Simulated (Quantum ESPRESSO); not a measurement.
## Magnetic state of FeI2 from several starts

Aim: find out which collinear order of FeI2 costs least.

Program: Quantum ESPRESSO 7.5. Level of theory: PBEsol with U = 4.5 eV on Fe d (ortho-atomic projectors); plane waves with GBRV 1.5 PBEsol potentials, no spin-orbit coupling. Results are calculated unless marked as measured.

Most raw output is cut from this account.

The database entry behind the starting cell has ideal inner coordinates that were not refined, so it need not match the best structure at ambient conditions.

**1. The structure**

It takes space group P-3m1 (No. 164, trigonal). Conventional cell: a = 4.040 Å, b = 4.040 Å, c = 6.750 Å, α = 90.00°, β = 90.00°, γ = 120.00°. Nearest to Fe lie 6 I at 2.88 Å. Nearest to I lie 3 Fe at 2.88 Å. Farther neighbours and most contacts between anions are not listed.

As a file:

```cif
data_structure
_symmetry_space_group_name_H-M 'P 1'
_symmetry_Int_Tables_number 1
_cell_length_a 4.0400
_cell_length_b 4.0400
_cell_length_c 6.7500
_cell_angle_alpha 90.000
_cell_angle_beta 90.000
_cell_angle_gamma 120.000
_cell_volume 95.41
loop_
_atom_site_label
_atom_site_type_symbol
_atom_site_fract_x
_atom_site_fract_y
_atom_site_fract_z
_atom_site_occupancy
Fe1 Fe 0.00000 0.00000 0.00000 1
I2 I 0.33333 0.66667 0.25000 1
I3 I 0.66667 0.33333 0.75000 1
```

The cell comes from the Crystallography Open Database.

**2. Run 1 (ferro +)**

The signs are those of the starting moments on the seeded atoms, the atoms that are given a moment.

File pw.in:

```
&CONTROL
  calculation = 'scf'
  prefix = 'pwscf'
  outdir = './tmp'
  pseudo_dir = './pseudo'
  disk_io = 'nowf'
/
&SYSTEM
  ibrav = 0
  celldm(1) = 8
  nat = 3
  ntyp = 2
  ecutwfc = 40
  ecutrho = 280
  nbnd = 24
  occupations = 'smearing'
  smearing = 'fd'
  degauss = 0.00734986
  nspin = 2
  starting_magnetization(1) = 0.25
  starting_magnetization(2) = 0
/
&ELECTRONS
  conv_thr = 6d-09
  electron_maxstep = 150
  mixing_beta = 0.3
/
ATOMIC_SPECIES
Fe     55.8450 fe_pbesol_v1.5.uspp.F.UPF
I     126.9045 i_pbesol_v1.uspp.F.UPF
CELL_PARAMETERS alat
   0.9543116929360    0.0000000000000    0.0000000000000
  -0.4771558464680    0.8264581692137    0.0000000000000
   0.0000000000000    0.0000000000000    1.5944564176530
ATOMIC_POSITIONS crystal
Fe      0.0000000000    0.0000000000    0.0000000000
I       0.3333333333    0.6666666667    0.2500000000
I       0.6666666667    0.3333333333    0.7500000000
K_POINTS automatic
6 6 4 0 0 0
HUBBARD {ortho-atomic}
U Fe-3d 4.5000
```

Launch:

```
OMP_NUM_THREADS=1 mpirun -n 4 pw.x -nk 4 -in pw.in > pw.out
```

It took 76 s on 4 MPI ranks of Intel Xeon at 2.50GHz (Skylake/Cascade Lake), shared host; peak memory 0.56 GiB; 4.3 min of CPU time.

Spin moment in the atom's sphere by atom:

| atom | spin moment in the atom's sphere (μB) |
| --- | --- |
| Fe1 | 3.63 |
| I2 | 0.11 |
| I3 | 0.11 |

Read from the output:

- smearing term TS: 0.08478 eV
- magnetization: 3.999 μB
- absolute magnetization: 4.025 μB
- final state: ferromagnetic

**3. Start 2: antiferro q=(0,1/2,0) +−**

This order needs a doubled cell of 6 atoms. The wavevector q is in fractions of the reciprocal vectors of the crystal's primitive cell, as the cells of these inputs are built from it; moments change sign between cells as cos(2π q·R).

File pw.in:

```
&CONTROL
  calculation = 'scf'
  prefix = 'pwscf'
  outdir = './tmp'
  pseudo_dir = './pseudo'
  disk_io = 'nowf'
/
&SYSTEM
  ibrav = 0
  celldm(1) = 8
  nat = 6
  ntyp = 3
  ecutwfc = 40
  ecutrho = 280
  nbnd = 40
  occupations = 'smearing'
  smearing = 'fd'
  degauss = 0.00734986
  nspin = 2
  starting_magnetization(1) = 0.25
  starting_magnetization(2) = -0.25
  starting_magnetization(3) = 0
/
&ELECTRONS
  conv_thr = 1.2d-08
  electron_maxstep = 150
  mixing_beta = 0.3
/
ATOMIC_SPECIES
Fe1    55.8450 fe_pbesol_v1.5.uspp.F.UPF
Fe2    55.8450 fe_pbesol_v1.5.uspp.F.UPF
I     126.9045 i_pbesol_v1.uspp.F.UPF
CELL_PARAMETERS alat
   0.9543116929360    0.0000000000000    0.0000000000000
  -0.9543116929360    1.6529163384274    0.0000000000000
   0.0000000000000    0.0000000000000    1.5944564176530
ATOMIC_POSITIONS crystal
Fe1     0.0000000000    0.0000000000    0.0000000000
Fe2     0.0000000000    0.5000000000    0.0000000000
I       0.3333333333    0.3333333334    0.2500000000
I       0.3333333333    0.8333333333    0.2500000000
I       0.6666666667    0.1666666666    0.7500000000
I       0.6666666667    0.6666666666    0.7500000000
K_POINTS automatic
6 3 4 0 0 0
HUBBARD {ortho-atomic}
U Fe1-3d 4.5000
U Fe2-3d 4.5000
```

Elapsed: 21 min, on 4 MPI ranks; peak memory 1.1 GiB; 71 min of CPU time.

Spin moment in the atom's sphere by atom:

| atom | spin moment in the atom's sphere (μB) |
| --- | --- |
| Fe1 | 3.62 |
| Fe2 | -3.62 |
| I3 | -0.01 |
| I4 | 0.01 |
| I5 | 0.01 |
| I6 | -0.01 |

Read from the output:

* smearing term TS: 0.2068 eV
* magnetization: 0 μB
* absolute magnetization: 7.634 μB
* final state: antiferromagnetic

**4. Run 3, typed as ferro +**

File pw.in:

```
&CONTROL
  calculation = 'scf'
  prefix = 'pwscf'
  outdir = './tmp'
  pseudo_dir = './pseudo'
  disk_io = 'nowf'
/
&SYSTEM
  ibrav = 0
  celldm(1) = 8
  nat = 3
  ntyp = 2
  ecutwfc = 40
  ecutrho = 280
  nbnd = 24
  occupations = 'smearing'
  smearing = 'fd'
  degauss = 0.00734986
  nspin = 2
  starting_magnetization(1) = 0.25
  starting_magnetization(2) = 0
/
&ELECTRONS
  conv_thr = 6d-09
  electron_maxstep = 150
  mixing_beta = 0.3
/
ATOMIC_SPECIES
Fe     55.8450 fe_pbesol_v1.5.uspp.F.UPF
I     126.9045 i_pbesol_v1.uspp.F.UPF
CELL_PARAMETERS alat
   0.9543116929360    0.0000000000000    0.0000000000000
  -0.4771558464680    0.8264581692137    0.0000000000000
   0.0000000000000    0.0000000000000    1.5944564176530
ATOMIC_POSITIONS crystal
Fe      0.0000000000    0.0000000000    0.0000000000
I       0.3333333333    0.6666666667    0.2500000000
I       0.6666666667    0.3333333333    0.7500000000
K_POINTS automatic
6 6 4 0 0 0
HUBBARD {ortho-atomic}
U Fe-3d 4.5000
```

Wall time 71 s (4 MPI ranks); peak memory 0.56 GiB; 4.2 min of CPU time.

Spin moment in the atom's sphere by atom:

| atom | spin moment in the atom's sphere (μB) |
| --- | --- |
| Fe1 | 3.63 |
| I2 | 0.11 |
| I3 | 0.11 |

Numbers from this step:

```yaml
smearing_term_ts: 0.08478 eV
magnetization: 3.999 μB
absolute_magnetization: 4.025 μB
final_state: ferromagnetic
```

**5. Energies of the orders**

An order is kept where moments of 0.15 μB or more survive with the typed signs; meshes match where a doubled cell samples the same k points as the first cell.

Orders:

| start | final state | typed order kept | energy over the lowest (meV a seeded atom) | largest site moment (μB) | net moment (μB a cell of the first run) | mesh matched | CPU time (s) |
| --- | --- | --- | --- | --- | --- | --- | --- |
| ferro + | ferromagnetic | yes | 0 | 3.63 | 3.999 | yes | 256.8 |
| antiferro q=(0,1/2,0) +- | antiferromagnetic | yes | 18.35 | 3.621 | 0 | yes | 4285 |
| ferro + | ferromagnetic | yes | 0 | 3.63 | 3.999 | yes | 253.8 |

**6. Occupations of the corrected shells in the lowest state**

Occupations of the Hubbard shells:

| block | type | shell | spin | electrons | occupation numbers |
| --- | --- | --- | --- | --- | --- |
| 1 | Fe | 3d | up | 4.952 | 0.989 0.989 0.990 0.992 0.992 |
| 1 | Fe | 3d | down | 1.289 | 0.019 0.081 0.081 0.554 0.554 |

**7. What came out**

* lowest state found: ferromagnetic (from ferro + and ferro +)
* largest site moment: 3.63 μB
* next state with moments: antiferromagnetic, 18.4 meV a seeded atom higher

**Reading.** The smearing terms TS of the orders run from 85 to 103 meV a seeded atom, so the differences would change at a smaller width: an order with a larger TS is lowered more by the smearing. This is the lowest of 3 collinear or spinless starts, no proof of the ground state. Energies are free energies at an electronic temperature of 1160 K, which lowers moments and differences where the moments are itinerant. The smearing term is large for its width, so states at the Fermi level are partly filled: at this level the cell is a metal or has a gap of a few widths at most. Degenerate orbitals of a corrected shell are partly filled. Whether a state of lower symmetry lies under this one was not tested; under a U it often does.

[Logs and program files are shortened in this print: banners, set-up blocks, solver, clock and traceback lines can be left out without a mark of their own.]

[Logs are printed without paths, hosts, clocks, repeated set-up lines and the standing remarks that a program may print on its own settings, such as how far it seeks lower states.]

[Hosts, paths, dates, database ids (printed as entryN), source tags and the programs' standing remarks are cut or masked in the printed files.]

[Where a cell is said to come from a database of computed structures, the database is the Materials Project.]
